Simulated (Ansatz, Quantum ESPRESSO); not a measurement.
# Nb2COF MXene, 1 layer in an electric field, part 2 of 6

How does Nb2COF MXene, 1 layer respond to a gate-like field without added charge?

Quantum ESPRESSO 7.5; plane-wave DFT, PBE, GBRV ultrasoft pseudopotentials; geometry and cross-check by Ansatz 0.2.0 with PAW datasets.

So far: The structure; Geometry from Ansatz.

**3. Ground state: no field**

The zero-field run is the reference. tefield and dipfield are on already, so that all runs share k-points and boundary.

Level of this step: plane-wave DFT, PBE, GBRV ultrasoft pseudopotentials (Quantum ESPRESSO 7.5).

f0.in reads:

```
&control
  prefix = 'f0'
  outdir = './out'
  pseudo_dir = './pseudo'
  calculation = 'scf'
  tprnfor = .true.
  tefield = .true.
  dipfield = .true.
/
&system
  ibrav = 0
  nat = 5
  ntyp = 4
  ecutwfc = 40
  ecutrho = 200
  occupations = 'smearing'
  smearing = 'fd'
  degauss = 0.004
  edir = 3
  emaxpos = 0.97
  eopreg = 0.04
  eamp = 0.0
/
&electrons
  conv_thr = 1e-09
  mixing_beta = 0.4
  electron_maxstep = 120
  mixing_mode = 'plain'
/
ATOMIC_SPECIES
  F   18.9984  f_pbe_v1.4.uspp.F.UPF
  Nb  92.9064  nb_pbe_v1.uspp.F.UPF
  C   12.0110  c_pbe_v1.2.uspp.F.UPF
  O   15.9990  o_pbe_v1.2.uspp.F.UPF
CELL_PARAMETERS angstrom
  3.14303685234012 -0.00000000000000 -0.00000000000000
  -1.57151842617006 2.72194975915722 -0.00000000000000
  -0.00000000000000 -0.00000000000000 21.54269237080000
ATOMIC_POSITIONS crystal
  F   0.333333333333 0.666666666667 0.379879162998
  Nb  0.666666666667 0.333333333333 0.445702865430
  C   0.000000000000 -0.000000000000 0.498652447475
  Nb  0.333333333333 0.666666666667 0.556713727214
  O   0.666666666667 0.333333333333 0.606307825083
K_POINTS automatic
  12 12 1 0 0 0
```

Run with:

```bash
$ OMP_NUM_THREADS=1 mpirun -n 4 pw.x -nk 4 -in f0.in > f0.out
```

The log of the run:

```text
Program PWSCF v.7.5 starts
[citation notice left out]

     Parallel version (MPI & OpenMP), running on       4 processor cores
     Number of MPI processes:                 4
     Threads/MPI process:                     1

     MPI processes distributed on     1 nodes
[...]
Current dimensions of program PWSCF are:
     Max number of different atomic species (ntypx) = 10
     Max number of k-points (npk) =  40000
     Max angular momentum in pseudopotentials (lmaxx) =  4
     Presently no symmetry can be used with electric field

     K-points division:     npool     =       4
     Subspace diagonalization in iterative solution of the eigenvalue problem:
     a serial algorithm will be used

     G-vector sticks info
     --------------------
     sticks:   dense  smooth     PW     G-vecs:    dense   smooth      PW
     Sum         499     379    127                59505    42385    8369

     Using Slab Decomposition

     bravais-lattice index     =            0
     lattice parameter (alat)  =       5.9395  a.u.
     unit-cell volume          =    1243.7301 (a.u.)^3
     number of atoms/cell      =            5
     number of atomic types    =            4
     number of electrons       =        43.00
     number of Kohn-Sham states=           26
     kinetic-energy cutoff     =      40.0000  Ry
     charge density cutoff     =     200.0000  Ry
     scf convergence threshold =      1.0E-09
     mixing beta               =       0.4000
     number of iterations used =            8  plain     mixing
     Exchange-correlation= SLA  PW   PBE  PBE
                           (   1   4   3   4   0   0   0)

     celldm(1)=   5.939479  celldm(2)=   0.000000  celldm(3)=   0.000000
     celldm(4)=   0.000000  celldm(5)=   0.000000  celldm(6)=   0.000000

     crystal axes: (cart. coord. in units of alat)
               a(1) = (   1.000000  -0.000000  -0.000000 )
               a(2) = (  -0.500000   0.866025  -0.000000 )
               a(3) = (  -0.000000  -0.000000   6.854101 )

     reciprocal axes: (cart. coord. in units 2 pi/alat)
               b(1) = (  1.000000  0.577350  0.000000 )
               b(2) = (  0.000000  1.154701  0.000000 )
               b(3) = (  0.000000  0.000000  0.145898 )

     PseudoPot. # 1 for F  read from file:
     ./pseudo/f_pbe_v1.4.uspp.F.UPF
     Pseudo is Ultrasoft, Zval =  7.0
     Generated by new atomic code, or converted to UPF format
     Using radial grid of  799 points,  4 beta functions with:
                l(1) =   0
                l(2) =   0
                l(3) =   1
                l(4) =   1
     Q(r) pseudized with  8 coefficients,  rinner =    0.950   0.950   0.950

     PseudoPot. # 2 for Nb read from file:
     ./pseudo/nb_pbe_v1.uspp.F.UPF
     Pseudo is Ultrasoft + core correction, Zval = 13.0
     Generated by new atomic code, or converted to UPF format
     Using radial grid of  887 points,  6 beta functions with:
                l(1) =   0
                l(2) =   0
                l(3) =   1
                l(4) =   1
                l(5) =   2
                l(6) =   2
     Q(r) pseudized with  6 coefficients,  rinner =    1.000   1.000   1.000
                                                       1.000   1.000

     PseudoPot. # 3 for C  read from file:
     ./pseudo/c_pbe_v1.2.uspp.F.UPF
     Pseudo is Ultrasoft + core correction, Zval =  4.0
     Generated by new atomic code, or converted to UPF format
     Using radial grid of  721 points,  4 beta functions with:
                l(1) =   0
                l(2) =   0
                l(3) =   1
                l(4) =   1
     Q(r) pseudized with  8 coefficients,  rinner =    1.100   1.100   1.100

     PseudoPot. # 4 for O  read from file:
     ./pseudo/o_pbe_v1.2.uspp.F.UPF
     Pseudo is Ultrasoft + core correction, Zval =  6.0
     Generated by new atomic code, or converted to UPF format
     Using radial grid of  737 points,  5 beta functions with:
                l(1) =   0
                l(2) =   0
                l(3) =   1
                l(4) =   1
                l(5) =   2
     Q(r) pseudized with  8 coefficients,  rinner =    0.900   0.900   0.900
                                                       0.900   0.900

     atomic species   valence    mass     pseudopotential
     F                 7.00    18.99840     F ( 1.00)
     Nb               13.00    92.90640     Nb( 1.00)
     C                 4.00    12.01100     C ( 1.00)
     O                 6.00    15.99900     O ( 1.00)

     No symmetry found

   Cartesian axes

     site n.     atom                  positions (alat units)
         1        F      tau(   1) = (  -0.0000000   0.5773503   2.6037302  )
         2        Nb     tau(   2) = (   0.5000000   0.2886751   3.0548925  )
         3        C      tau(   3) = (   0.0000000  -0.0000000   3.4178143  )
         4        Nb     tau(   4) = (  -0.0000000   0.5773503   3.8157722  )
         5        O      tau(   5) = (   0.5000000   0.2886751   4.1556951  )

     number of k points=    74  Fermi-Dirac smearing, width (Ry)=  0.0040
                       cart. coord. in units 2pi/alat
        k(    1) = (   0.0000000   0.0000000   0.0000000), wk =   0.0138889
        k(    2) = (   0.0000000   0.0962250   0.0000000), wk =   0.0277778
        k(    3) = (   0.0000000   0.1924501   0.0000000), wk =   0.0277778
        k(    4) = (   0.0000000   0.2886751   0.0000000), wk =   0.0277778
        k(    5) = (   0.0000000   0.3849002   0.0000000), wk =   0.0277778
        k(    6) = (   0.0000000   0.4811252   0.0000000), wk =   0.0277778
        k(    7) = (   0.0000000  -0.5773503   0.0000000), wk =   0.0138889
        k(    8) = (   0.0833333   0.0481125   0.0000000), wk =   0.0277778
        k(    9) = (   0.0833333   0.1443376   0.0000000), wk =   0.0277778
        k(   10) = (   0.0833333   0.2405626   0.0000000), wk =   0.0277778
[...]
k(   74) = (  -0.5000000  -0.8660254   0.0000000), wk =   0.0138889

     Dense  grid:    59505 G-vectors     FFT dimensions: (  27,  27, 192)

     Smooth grid:    42385 G-vectors     FFT dimensions: (  24,  24, 180)

     Estimated max dynamical RAM per process >     135.23 MB

     Estimated total dynamical RAM >     497.34 MB

     Initial potential from superposition of free atoms

     starting charge      42.9945, renormalised to      43.0000

     negative rho (up, down):  3.092E-03 0.000E+00

     Adding external electric field

     Computed dipole along edir(3) :
        Dipole                0.0012 Ry au,          0.0030 Debye
[...]
total energy              =    -328.58678776 Ry
     estimated scf accuracy    <       0.00532648 Ry

     iteration #  8     ecut=    40.00 Ry     beta= 0.40
[...]
negative rho (up, down):  3.783E-03 0.000E+00

[...]
Dipole               -0.1157 Ry au,         -0.2940 Debye
[...]
total energy              =    -328.58869575 Ry
     estimated scf accuracy    <       0.00173018 Ry

     iteration #  9     ecut=    40.00 Ry     beta= 0.40
[...]
negative rho (up, down):  3.780E-03 0.000E+00

[...]
Dipole               -0.0977 Ry au,         -0.2482 Debye
[...]
total energy              =    -328.58811819 Ry
     estimated scf accuracy    <       0.00532438 Ry

     iteration # 10     ecut=    40.00 Ry     beta= 0.40
[...]
negative rho (up, down):  3.785E-03 0.000E+00

[...]
Dipole               -0.0941 Ry au,         -0.2393 Debye
[...]
total energy              =    -328.58843172 Ry
     estimated scf accuracy    <       0.00034922 Ry

     iteration # 11     ecut=    40.00 Ry     beta= 0.40
[...]
negative rho (up, down):  3.792E-03 0.000E+00

[...]
Dipole               -0.0971 Ry au,         -0.2467 Debye
[...]
total energy              =    -328.58844182 Ry
     estimated scf accuracy    <       0.00007229 Ry

     iteration # 12     ecut=    40.00 Ry     beta= 0.40
[...]
negative rho (up, down):  3.794E-03 0.000E+00

[...]
Dipole               -0.0967 Ry au,         -0.2457 Debye
[...]
total energy              =    -328.58845426 Ry
     estimated scf accuracy    <       0.00000107 Ry

     iteration # 13     ecut=    40.00 Ry     beta= 0.40
[...]
negative rho (up, down):  3.796E-03 0.000E+00

[...]
Dipole               -0.0966 Ry au,         -0.2456 Debye
[...]
total energy              =    -328.58845477 Ry
     estimated scf accuracy    <       0.00000016 Ry

     iteration # 14     ecut=    40.00 Ry     beta= 0.40
[...]
negative rho (up, down):  3.796E-03 0.000E+00

[...]
Dipole               -0.0967 Ry au,         -0.2457 Debye
[...]
total energy              =    -328.58845480 Ry
     estimated scf accuracy    <       0.00000003 Ry

     iteration # 15     ecut=    40.00 Ry     beta= 0.40
[...]
negative rho (up, down):  3.796E-03 0.000E+00

[...]
Dipole               -0.0966 Ry au,         -0.2456 Debye
[...]
total energy              =    -328.58845481 Ry
     estimated scf accuracy    <       0.00000001 Ry

     iteration # 16     ecut=    40.00 Ry     beta= 0.40
[...]
negative rho (up, down):  3.796E-03 0.000E+00

[...]
Dipole               -0.0967 Ry au,         -0.2457 Debye
[...]
total energy              =    -328.58845481 Ry
     estimated scf accuracy    <          4.2E-09 Ry

     iteration # 17     ecut=    40.00 Ry     beta= 0.40
[...]
negative rho (up, down):  3.796E-03 0.000E+00

[...]
Dipole               -0.0967 Ry au,         -0.2457 Debye
[...]
End of self-consistent calculation

          k = 0.0000 0.0000 0.0000 (  5259 PWs)   bands (ev):

   -55.0596 -54.8611 -31.5059 -30.8911 -30.8184 -30.8184 -30.6600 -30.6600
   -23.9842 -17.6920 -10.9480  -6.5275  -5.5566  -5.5566  -4.8819  -4.5391
    -4.5391  -2.4667  -2.0741  -2.0741   0.1984   0.1984   0.9993   2.5005
     2.5005   3.1086

          k = 0.0000 0.0962 0.0000 (  5237 PWs)   bands (ev):

   -55.0537 -54.8566 -31.4887 -30.9371 -30.8317 -30.8265 -30.7045 -30.6676
   -23.9745 -17.6593 -10.9206  -6.4598  -5.6363  -5.5380  -4.8029  -4.5848
    -4.4847  -2.6240  -2.1805  -2.1407   0.0642   0.3365   1.0282   2.4418
     2.6208   3.1933

          k = 0.0000 0.1925 0.0000 (  5275 PWs)   bands (ev):

   -55.0373 -54.8445 -31.4429 -31.0714 -30.8721 -30.8675 -30.7874 -30.6888
   -23.9504 -17.5799 -10.8408  -6.2989  -5.7740  -5.5093  -4.7826  -4.5408
    -4.3399  -3.1832  -2.3938  -2.1439  -0.2408   0.7297   1.0794   2.4786
     2.8490   3.3135

          k = 0.0000 0.2887 0.0000 (  5290 PWs)   bands (ev):

   -55.0147 -54.8280 -31.3931 -31.2493 -31.0074 -30.9152 -30.8089 -30.7184
   -23.9222 -17.4950 -10.7128  -6.1595  -5.9425  -5.5135  -4.8619  -4.4015
    -4.1814  -3.6009  -2.5228  -2.3413  -0.5249   1.3290   1.3402   2.5648
     3.0494   3.5269

          k = 0.0000 0.3849 0.0000 (  5296 PWs)   bands (ev):

   -54.9919 -54.8115 -31.4597 -31.3496 -31.0989 -30.9616 -30.8231 -30.7485
   -23.8990 -17.4365 -10.5497  -6.2919  -6.0209  -5.5555  -5.0854  -4.1381
    -4.1094  -3.5887  -2.7121  -2.4675  -0.6820   1.9038   2.0818   2.5814
     3.2875   3.6620

          k = 0.0000 0.4811 0.0000 (  5312 PWs)   bands (ev):

   -54.9751 -54.7995 -31.5825 -31.4109 -31.0871 -30.9949 -30.8433 -30.7709
   -23.8850 -17.4096 -10.3973  -6.6253  -5.9446  -5.6040  -5.2749  -4.1149
    -3.9224  -3.3368  -3.0824  -2.3239  -0.7187   2.4053   2.7472   2.8397
     3.6040   3.7480

[...]
the Fermi energy is     1.0510 ev

!    total energy              =    -328.58845481 Ry
     estimated scf accuracy    <          4.8E-10 Ry
     smearing contrib. (-TS)   =      -0.00110632 Ry
     internal energy E=F+TS    =    -328.58734849 Ry

     The total energy is F=E-TS. E is the sum of the following terms:
     one-electron contribution =   -2786.20115139 Ry
     hartree contribution      =    1396.33658546 Ry
     xc contribution           =     -57.19326377 Ry
     ewald contribution        =    1118.47038679 Ry
     electric field correction =       0.00009443 Ry

     convergence has been achieved in  17 iterations

     negative rho (up, down):  3.796E-03 0.000E+00

     Forces acting on atoms (cartesian axes, Ry/au):

     atom    1 type  1   force =     0.00000001    0.00000002    0.00061539
     atom    2 type  2   force =    -0.00000000   -0.00000001    0.00039081
     atom    3 type  3   force =     0.00000003    0.00000002   -0.00068026
     atom    4 type  2   force =    -0.00000000   -0.00000001   -0.00085672
     atom    5 type  4   force =    -0.00000003   -0.00000001    0.00053079

     Total force =     0.001418     Total SCF correction =     0.000062

[...]
=------------------------------------------------------------------------------=
   JOB DONE.
=------------------------------------------------------------------------------=
[key lines of the parts left out:]
Dipole field         -0.0010 Ry au,
```

Elapsed: 88 s, on 4 MPI ranks of Arm Neoverse V1, shared host; peak memory 0.71 GiB.

Read from the output:

- free energy: -4470.6737 eV
- energy at zero smearing: -4470.6662 eV
- Fermi energy: 1.051 eV
- dipole along the normal: -0.05115 e·Å

The run needed 17 iterations to bring the estimated error under 1e-09 Ry; the largest force on any atom, held or free, is 0.02 eV/Å.

**4. Electrostatic potential**

The vacuum level is read from the electrostatic potential (plot_num = 11), averaged over planes.

f0.pot.in reads:

```
&inputpp
  prefix = 'f0'
  outdir = './out'
  filplot = 'f0.pot.dat'
  plot_num = 11
/
```

Run with:

```bash
$ OMP_NUM_THREADS=1 mpirun -n 4 pp.x -in f0.pot.in > f0.pot.out
```

Elapsed: 1.1 s, on 4 MPI ranks; peak memory 0.09 GiB.

Numbers from this step:

| Quantity | Value |
| --- | --- |
| work function of the upper face | 5.907 eV |
| slope of the potential above | 2.70e-5 eV/Å |
| upper vacuum line continued to the top atoms, over the Fermi level | 5.907 eV |
| work function of the lower face | 4.825 eV |
| slope of the potential below | -7.70e-6 eV/Å |
| lower vacuum line continued to the bottom atoms, over the Fermi level | 4.825 eV |

The vacuum is flat to 0.1 meV/Å, so its level is well defined. Inside the slab the curve depends on the local part of the pseudopotentials; only the vacuum level has a meaning of its own.

(Part 2 of 6 ends here.)

[Logs are printed without paths, hosts, clocks, repeated set-up lines and the standing remarks that a program may print on its own settings, such as how far it seeks lower states.]

[Hosts, paths, dates, database ids (printed as entryN), source tags and the programs' standing remarks are cut or masked in the printed files.]

[Maps of the electrostatic potential energy from Ansatz leave out the sawtooth potential of an applied field or a dipole correction, so their vacuum need not be flat; planar profiles and work functions include it.]
